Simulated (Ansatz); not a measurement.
# V3AuC antiperovskite: phonon-mediated transition temperature

Wanted: λ, ω_log and Tc of V3AuC antiperovskite. The cell shown first is a relaxed one, from steps not shown here.

Calculated with Ansatz 0.2.0; DFT PBE, scalar-relativistic, plane waves, PAW.

The structure was built from a prototype and need not be the compound's stable phase.

## Step 1: The cell after earlier relaxation steps

The structure is cubic, space group Pm-3m (No. 221). The conventional cell has a = 4.000 Å, b = 4.000 Å, c = 4.000 Å, α = 90.00°, β = 90.00°, γ = 90.00°. Nearest to Au lie 12 V at 2.83 Å. Nearest to V lie 2 C at 2.00 Å and 4 Au at 2.83 Å and 8 V at 2.83 Å. C has 6 V at 2.00 Å nearest. Farther neighbours are not listed.

## Step 2: Resistivity: q 2×2×2, k 6×6×6, scattering 8×8×8

The run that gives the couplings also evaluates McMillan's and Allen and Dynes's formulas and, where asked, the Eliashberg equations, over a range of μ*.

The input, input.yaml:

```yaml
crystal:
  lattice:
    - [3.9998792049, 0.0, 0.0]
    - [0.0, 3.9998792049, 0.0]
    - [0.0, 0.0, 3.9998792049]
  atoms:
    - { symbol: Au, position: [0.0, 0.0, 0.0] }
    - { symbol: V, position: [0.5, 0.5, 0.0] }
    - { symbol: V, position: [0.5, 0.0, 0.5] }
    - { symbol: V, position: [0.0, 0.5, 0.5] }
    - { symbol: C, position: [0.5, 0.5, 0.5] }
kpoints:
  mp_grid: { grid: [6, 6, 6] }
hamiltonian:
  xc: pbe
scf:
  occupations: { method: methfessel_paxton, width: 0.2 }
output:
  eigenvalues: true
phonons:
  method: dfpt
  qmesh: [2, 2, 2]
  temperatures: { t_max: 1000, t_step: 50 }
  qpath:
    path:
      - [[0.0, 0.0, 0.0], [0.0, 0.5, 0.0], [0.5, 0.5, 0.0], [0.0, 0.0, 0.0], [0.5, 0.5, 0.5], [0.0, 0.5, 0.0]]
      - [[0.5, 0.5, 0.5], [0.5, 0.5, 0.0]]
    npoints: 10
  electrical_resistivity:
    mesh: [8, 8, 8]
    temperatures: [20.0, 50.0, 77.0, 100.0, 150.0, 200.0, 300.0, 400.0, 600.0, 800.0]
  superconductivity: { mesh: [8, 8, 8] }
```

Started as:

```console
$ ansatz run input.yaml --threads 4 --pin off --max-ram 16384MiB --backend cpu --events-out ev --progress --plain --runs-dir out
```

Numbers of over 12 decimals in the logs are rounded to 6 here.

Log:

```text
Engine: ansatz 0.2.0, aarch64-unknown-linux-gnu
Pseudopotentials: kind: paw
Pseudopotential: Au, paw, valence charge 19, recommended cutoff 420 eV (normal), Au.paw.azcp
Pseudopotential: V, paw, valence charge 13, recommended cutoff 420 eV (normal), V.paw.azcp
Pseudopotential: C, paw, valence charge 4, recommended cutoff 420 eV (normal), C.paw.azcp
Functional definition: PBE
  parameter kappa = 0.804
  parameter beta = 0.066725
  exchange = pbe_x(kappa = kappa, mu = beta*pi^2/3)
  correlation = pbe_c(beta = beta)
Crystal: 5 atoms, lattice volume = 63.994 Å³
Basis set: ecut = 420 eV, 1237 PW (Γ), exchange–correlation on 54×54×54 points (8 copies of the dense FFT grid, shifted against one another)
Bands: 38, of which v1, the nominal top of the filled ones, is band 31 counted from 1 (30 counted from 0)
Symmetry: 48 space group operations
k-points: 20 of 216
Non-local potential: Au, projectors of the file, l = 0: 3, l = 1: 2, l = 2: 2, l = 3: 1
Non-local potential: V, projectors of the file, l = 0: 3, l = 1: 2, l = 2: 3, l = 3: 1
Non-local potential: C, projectors of the file, l = 0: 2, l = 1: 2, l = 2: 1
PAW form: soft (Blöchl's): semilocal exchange-correlation on the pseudo side does not see the compensation charge
PAW one-centre angular grid: Au, 590 points (default); XC on 64 Gauss nodes
PAW one-centre angular grid: V, 590 points (default); XC on 64 Gauss nodes
PAW one-centre angular grid: C, 110 points (default); XC on 64 Gauss nodes
Initial density: superposition of atomic densities (neutral atoms: chi_scale 0, normalization atom), corrected by the library's trained network
Initial wavefunctions: pseudopotential atomic-orbital guess
Functional: x = pbe(κ = 0.804, μ = 0.219515), c = pbe(β = 0.066725)
SCF iter   1: F=—  HF=-22138.978578 eV  |F-HF|=—  |Δ(HF+E_count)|=         —  Δρ=1.03e-2  dr2=6.29e-2  ethr=1.77e-3  ⟨swp⟩=4.0  Hψ=2264  notcnv=0
preconditioner: auto → Kerker (q_TF=auto, 2.714 Å⁻¹)  [metal: Δε(μ)=0.088 eV  Ē_g=5.126 eV  σ=0.200 eV  W_gap=0.36  n_scr=18 (ndim 8)  ℏωp=25.4 eV  f_vac=0.000  D(μ)=2.90/eV (n_scr^D=26)]
SCF iter   2: F=—  HF=-22138.967220 eV  |F-HF|=—  |Δ(HF+E_count)|=   1.14e-2  S|Δr|=    0.00e0  Δρ=4.02e-3  dr2=8.60e-3  ethr=1.02e-4  ⟨swp⟩=1.8  Hψ=975  notcnv=0
SCF iter   3: F=—  HF=-22138.965470 eV  |F-HF|=—  |Δ(HF+E_count)|=   1.75e-3  S|Δr|=    0.00e0  Δρ=1.31e-3  dr2=1.15e-3  ethr=1.39e-5  ⟨swp⟩=2.0  Hψ=943  notcnv=0
SCF iter   4: F=—  HF=-22138.965233 eV  |F-HF|=—  |Δ(HF+E_count)|=   2.36e-4  S|Δr|=    0.00e0  Δρ=4.22e-4  dr2=1.42e-4  ethr=1.86e-6  ⟨swp⟩=2.0  Hψ=942  notcnv=0
SCF iter   5: F=—  HF=-22138.965193 eV  |F-HF|=—  |Δ(HF+E_count)|=   4.07e-5  S|Δr|=    0.00e0  Δρ=1.03e-4  dr2=5.84e-6  ethr=2.29e-7  ⟨swp⟩=2.0  Hψ=975  notcnv=0
SCF iter   6: F=—  HF=-22138.965206 eV  |F-HF|=—  |Δ(HF+E_count)|=   1.36e-5  S|Δr|=    0.00e0  Δρ=2.49e-5  dr2=2.28e-7  ethr=9.41e-9  ⟨swp⟩=2.0  Hψ=1045  notcnv=0
SCF iter   7: F=—  HF=-22138.965206 eV  |F-HF|=—  |Δ(HF+E_count)|=   1.59e-8  S|Δr|=    0.00e0  Δρ=5.18e-6  dr2=1.36e-8  ethr=3.68e-10  ⟨swp⟩=2.2  Hψ=1217  notcnv=0
SCF iter   8: F=—  HF=-22138.965206 eV  |F-HF|=—  |Δ(HF+E_count)|=   3.61e-9  S|Δr|=    0.00e0  Δρ=1.70e-6  dr2=1.65e-9  ethr=2.19e-11  ⟨swp⟩=2.4  Hψ=1298  notcnv=0
SCF iter   9: F=—  HF=-22138.965206 eV  |F-HF|=—  |Δ(HF+E_count)|=  1.38e-10  S|Δr|=    0.00e0  Δρ=2.39e-7  dr2=2.43e-11  ethr=2.65e-12  ⟨swp⟩=2.0  Hψ=955  notcnv=0
SCF iter  10: F=-22138.965206 eV  HF=-22138.965206 eV  |F-HF|=7.28e-12  |Δ(HF+E_count)|=  3.64e-12  S|Δr|=    0.00e0  Δρ=7.76e-8  dr2=2.68e-12  ethr=1.00e-12  ⟨swp⟩=5.8  Hψ=3040  notcnv=0
SCF 1 converged in 10 iterations: F = -22138.965206 eV  dr2 = 2.68e-12
  greatest PAW one-centre occupation: 1.001 electrons in one spin orbital (limit 2), on the Au atom at site 0 (counted from 0), in its partial waves of l = 0
Initial density: read from a saved state, or passed on in memory by an earlier SCF of this step, an earlier step, the calling program or the single point that the run made first
[...]
eigensolver tolerance schedule: the retry pair's looser diagonalisation over-reported the residual by 93228.28 of it (diagonalisation noise at an unbounded share of the residual, at the tolerance the schedule requests for it); recorded, not acted on — ethr = c·dr2/N_el stays at c = 1.0e-1
preconditioner: auto → Kerker (q_TF=auto, 2.714 Å⁻¹)  [metal: Δε(μ)=0.072 eV  Ē_g=5.184 eV  σ=0.200 eV  W_gap=0.30  n_scr=18 (ndim 8)  ℏωp=25.4 eV  f_vac=0.000  D(μ)=2.97/eV (n_scr^D=26)]
[...]
SCF 2 converged in 5 iterations: F = -22138.965206 eV  dr2 = 3.48e-12
phonons: the bands overlap, so this run is a metal and interpolates without the dipole-dipole term. If the crystal is really an insulator or semiconductor, its LO-TO splitting is missing
NSCF: frozen V_eff on 20 k-points
NSCF: frozen V_eff on 64 k-points
DFPT response loops at q = (0, 0, 0) (fractional): preconditioner auto → Kerker (q_TF=auto, 2.714 Å⁻¹) (partly filled bands, converged f_vac=0.000); β = 1.00, the filter's whole step (`scf.mixing.beta` (0.50) is not read by the response loops under this deck's `scf.mixing.preconditioner`; to damp them name `kerker` or `kerker_dos`, under which they read `scf.mixing.beta`, and type it under 1.00, their step now; both keys bind the ground state too); Broyden in place of MSR1
NSCF: frozen V_eff on 128 k-points
DFPT response loops at q = (0, 0, -0.5) (fractional): mixed as the last ones told, above
NSCF: frozen V_eff on 128 k-points
DFPT response loops at q = (0, -0.5, -0.5) (fractional): mixed as the last ones told, above
NSCF: frozen V_eff on 128 k-points
DFPT response loops at q = (-0.5, -0.5, -0.5) (fractional): mixed as the last ones told, above
SCF iter   1: F=—  HF=-22138.978578 eV  |F-HF|=—  |Δ(HF+E_count)|=         —  Δρ=1.03e-2  dr2=6.29e-2  ethr=1.77e-3  ⟨swp⟩=4.0  Hψ=2264  notcnv=0
SCF iter   2: F=—  HF=-22138.967220 eV  |F-HF|=—  |Δ(HF+E_count)|=   1.14e-2  S|Δr|=    0.00e0  Δρ=4.02e-3  dr2=8.60e-3  ethr=1.02e-4  ⟨swp⟩=1.8  Hψ=975  notcnv=0
SCF iter   3: F=—  HF=-22138.965470 eV  |F-HF|=—  |Δ(HF+E_count)|=   1.75e-3  S|Δr|=    0.00e0  Δρ=1.31e-3  dr2=1.15e-3  ethr=1.39e-5  ⟨swp⟩=2.0  Hψ=943  notcnv=0
SCF iter   4: F=—  HF=-22138.965233 eV  |F-HF|=—  |Δ(HF+E_count)|=   2.36e-4  S|Δr|=    0.00e0  Δρ=4.22e-4  dr2=1.42e-4  ethr=1.86e-6  ⟨swp⟩=2.0  Hψ=942  notcnv=0
SCF iter   5: F=—  HF=-22138.965193 eV  |F-HF|=—  |Δ(HF+E_count)|=   4.07e-5  S|Δr|=    0.00e0  Δρ=1.03e-4  dr2=5.84e-6  ethr=2.29e-7  ⟨swp⟩=2.0  Hψ=975  notcnv=0
[...]
77.00      3.4754e0              no      3.4754e0      3.4754e0      3.4754e0        4.0482e0          3.4192e0
    100.00      6.0629e0              no      6.0629e0      6.0629e0      6.0629e0        6.6462e0          5.8664e0
    150.00      1.2191e1              no      1.2191e1      1.2191e1      1.2191e1        1.2696e1          1.1639e1
    200.00      1.8390e1              no      1.8390e1      1.8390e1      1.8390e1        1.8918e1          1.7482e1
    300.00      3.0756e1              no      3.0756e1      3.0756e1      3.0756e1        3.1709e1          2.9141e1
    400.00      4.3216e1              no      4.3216e1      4.3216e1      4.3216e1        4.5019e1          4.0904e1
    600.00      6.8838e1              no      6.8838e1      6.8838e1      6.8838e1        7.3319e1          6.5203e1
    800.00      9.5589e1              no      9.5589e1      9.5589e1      9.5589e1        1.0372e2          9.0755e1
  mean free path at 20 K (of a tensor a third of its trace): 8617 nm by what each carries, 5840 by the Fermi surface alone
  Hall coefficient in a weak field at 20 K (a third of the trace): -6.326e-10 m³/C (how far it moves between the two finest meshes is not known); by each state's relaxation time: -3.030e-10 m³/C; by a constant relaxation time: -6.917e-11 m³/C
  mean free path at 50 K (of a tensor a third of its trace): 180 nm by what each carries, 142 by the Fermi surface alone
  Hall coefficient in a weak field at 50 K (a third of the trace): -3.847e-10 m³/C (how far it moves between the two finest meshes is not known); by each state's relaxation time: -3.025e-10 m³/C; by a constant relaxation time: -7.011e-11 m³/C
  mean free path at 77 K (of a tensor a third of its trace): 52.1 nm by what each carries, 45.0 by the Fermi surface alone
  Hall coefficient in a weak field at 77 K (a third of the trace): -2.332e-10 m³/C (how far it moves between the two finest meshes is not known); by each state's relaxation time: -1.719e-10 m³/C; by a constant relaxation time: -7.019e-11 m³/C
  mean free path at 100 K (of a tensor a third of its trace): 28.7 nm by what each carries, 25.8 by the Fermi surface alone
  Hall coefficient in a weak field at 100 K (a third of the trace): -1.731e-10 m³/C (how far it moves between the two finest meshes is not known); by each state's relaxation time: -1.227e-10 m³/C; by a constant relaxation time: -7.011e-11 m³/C
  mean free path at 150 K (of a tensor a third of its trace): 13.7 nm by what each carries, 12.8 by the Fermi surface alone
  Hall coefficient in a weak field at 150 K (a third of the trace): -1.139e-10 m³/C (how far it moves between the two finest meshes is not known); by each state's relaxation time: -7.830e-11 m³/C; by a constant relaxation time: -7.012e-11 m³/C
  mean free path at 200 K (of a tensor a third of its trace): 9.03 nm by what each carries, 8.50 by the Fermi surface alone
  Hall coefficient in a weak field at 200 K (a third of the trace): -8.774e-11 m³/C (how far it moves between the two finest meshes is not known); by each state's relaxation time: -5.936e-11 m³/C; by a constant relaxation time: -7.050e-11 m³/C
  mean free path at 300 K (of a tensor a third of its trace): 5.40 nm by what each carries, 5.08 by the Fermi surface alone
  Hall coefficient in a weak field at 300 K (a third of the trace): -6.302e-11 m³/C (how far it moves between the two finest meshes is not known); by each state's relaxation time: -4.106e-11 m³/C; by a constant relaxation time: -7.186e-11 m³/C
  mean free path at 400 K (of a tensor a third of its trace): 3.85 nm by what each carries, 3.62 by the Fermi surface alone
  Hall coefficient in a weak field at 400 K (a third of the trace): -5.171e-11 m³/C (how far it moves between the two finest meshes is not known); by each state's relaxation time: -3.240e-11 m³/C; by a constant relaxation time: -7.318e-11 m³/C
  mean free path at 600 K (of a tensor a third of its trace): 2.39 nm by what each carries, 2.27 by the Fermi surface alone
  Hall coefficient in a weak field at 600 K (a third of the trace): -4.145e-11 m³/C (how far it moves between the two finest meshes is not known); by each state's relaxation time: -2.399e-11 m³/C; by a constant relaxation time: -7.255e-11 m³/C
  mean free path at 800 K (of a tensor a third of its trace): 1.70 nm by what each carries, 1.63 by the Fermi surface alone
  Hall coefficient in a weak field at 800 K (a third of the trace): -3.506e-11 m³/C (how far it moves between the two finest meshes is not known); by each state's relaxation time: -1.817e-11 m³/C; by a constant relaxation time: -6.739e-11 m³/C
  the resistivity times a path that all electrons share, by the Fermi surface of the deck's mesh alone (a third of the trace): 1.562e-15 Ω·m²
  not converged in the mesh (λ; λ_tr; the resistivity at 20 K by 27.82 %; the resistivity at 50 K by 59.91 %; the resistivity at 77 K by 56.28 %; the resistivity at 100 K by 53.13 %; the resistivity at 150 K by 50.16 %; the resistivity at 200 K by 49.84 %; the resistivity at 300 K by 51.16 %; the resistivity at 400 K by 51.67 %; the resistivity at 600 K by 50.81 %; the resistivity at 800 K by 47.57 %): between neighb [...]
  vibrations of 8 cells: unjudged by the run; compare a larger repeat
  the changes of the potential over all sites missed a rigid shift's by 0.00 % (the site terms' by 0.01 %)
  at the force constants' own smearing the fine mesh and the k-points of their solves give squared frequencies that differ by 3.3 % of the larger at the most, at (-0.5, -0.5, -0.5)
--- Superconductivity: potentials and phonons of a 2×2×2 supercell ---
           mesh         λ    ħω_log (meV)  μ* declared at (meV)
          8×8×8    0.2082          19.224               26.632
          4×4×4    0.1873          17.599               24.377
  λ by the species' shares of the modes' patterns: Au 0.0629, V 0.1338, C 0.0114
  with the Fermi level up to 90.6 meV (the hardest mode) off, states and modes as they are: density of states 1.4450 to 2.9710 /eV of one spin and cell, λ 0.1804 to 0.4737
  transition temperature on the deck's mesh (K), isotropic and anisotropic, restricted to the Fermi surface (FSR) and over the full bandwidth (FBW), and the last with the density of states resolved in a narrower window:
        μ*   McMillan   Allen–Dynes      iso. FSR      iso. FBW    aniso. FSR    aniso. FBW  narrow window
      0.08      0.004         0.004    none_found    none_found    none_found    none_found     none_found
      0.10      0.000         0.000    none_found    none_found    none_found    none_found     none_found
      0.12      0.000         0.000    none_found    none_found    none_found    none_found     none_found
      0.13      0.000         0.000    none_found    none_found    none_found    none_found     none_found
      0.14      0.000         0.000    none_found    none_found    none_found    none_found     none_found
      0.16      0.000         0.000    none_found    none_found    none_found    none_found     none_found
      0.20          -             -    none_found    none_found    none_found    none_found     none_found
  none_found: no transition down to 0.1 K
  isotope coefficients −∂ln Tc/∂ln M under μ* = 0.13, the force constants as they are, of the isotropic transitions restricted to the Fermi surface and over the full bandwidth: Au - and -, V - and -, C - and -
  not converged in the mesh (λ): between neighbouring meshes, the two finest first, λ moves by 10.01 % and the anisotropic transition temperature over the full bandwidth at μ* = 0.13 by nothing (neither mesh has one); converged means that the two finest part by at most 2.00 % and 5.00 %
  vibrations of 8 cells: unjudged by the run; compare a larger repeat
  the changes of the potential over all sites missed a rigid shift's by 0.00 % (the site terms' by 0.01 %)
  at the force constants' own smearing the fine mesh and the k-points of their solves give squared frequencies that differ by 3.3 % of the larger at the most, at (-0.5, -0.5, -0.5)
[key lines of the parts left out:]
SCF converged after 10 iterations
Free energy (F): -22138.965206 eV
Fermi energy:    17.367637 eV
```

It took 5.6 min on 4 threads of Arm Neoverse V1, shared host; peak memory 3.2 GiB; 21 min of CPU time.

The column dr2 measures how far the density is from self-consistency, as an energy; F and HF (Harris–Foulkes) agree once it is small.

This run has no spin polarisation, although V can carry a moment.

Numbers from this step:

```
volume per atom                                                                : 12.80 Å³
metallic on mesh                                                               : yes
gap on the k-mesh                                                              : 0 eV
zero point energy                                                              : 0.2701 eV/cell
share of imaginary modes in the plain interpolation between solved wavevectors : 0
highest frequency, solved or plainly interpolated                              : 731.0 cm⁻¹
Debye temperature (second moment)                                              : 678 K
resistivity at 300 K                                                           : 30.76 μΩ cm
coupling constant λ                                                            : 0.2082
density of states at the Fermi level                                           : 1.57 states/eV a spin and cell
log mean phonon energy ħω_log                                                  : 19.22 meV
transport coupling constant λ_tr                                               : 0.2212, 0.2212, 0.2212 (xx, yy, zz)
Drude plasma energy                                                            : 2.848, 2.848, 2.848 eV (xx, yy, zz)
resistivity times mean free path                                               : 15.62, 15.62, 15.62 × 10⁻¹⁶ Ω m² (xx, yy, zz)
second-moment phonon energy ħω₂                                                : 26.63 meV
```

An empty cell: under 1 mK by a formula, or no transition down to the floor of the Eliashberg search. Transition temperatures:

| μ* | McMillan Tc (K) | Allen–Dynes Tc (K) |
| --- | --- | --- |
| 0.08 | 0.00435 | 0.00437 |
| 0.1 | - | - |
| 0.12 | - | - |
| 0.13 | - | - |
| 0.14 | - | - |
| 0.16 | - | - |
| 0.2 | - | - |

[end of part 1 of 2]

[Logs are printed without paths, hosts, clocks, repeated set-up lines and the standing remarks that a program may print on its own settings, such as how far it seeks lower states.]

[Hosts, paths, dates, database ids (printed as entryN), source tags and the programs' standing remarks are cut or masked in the printed files.]
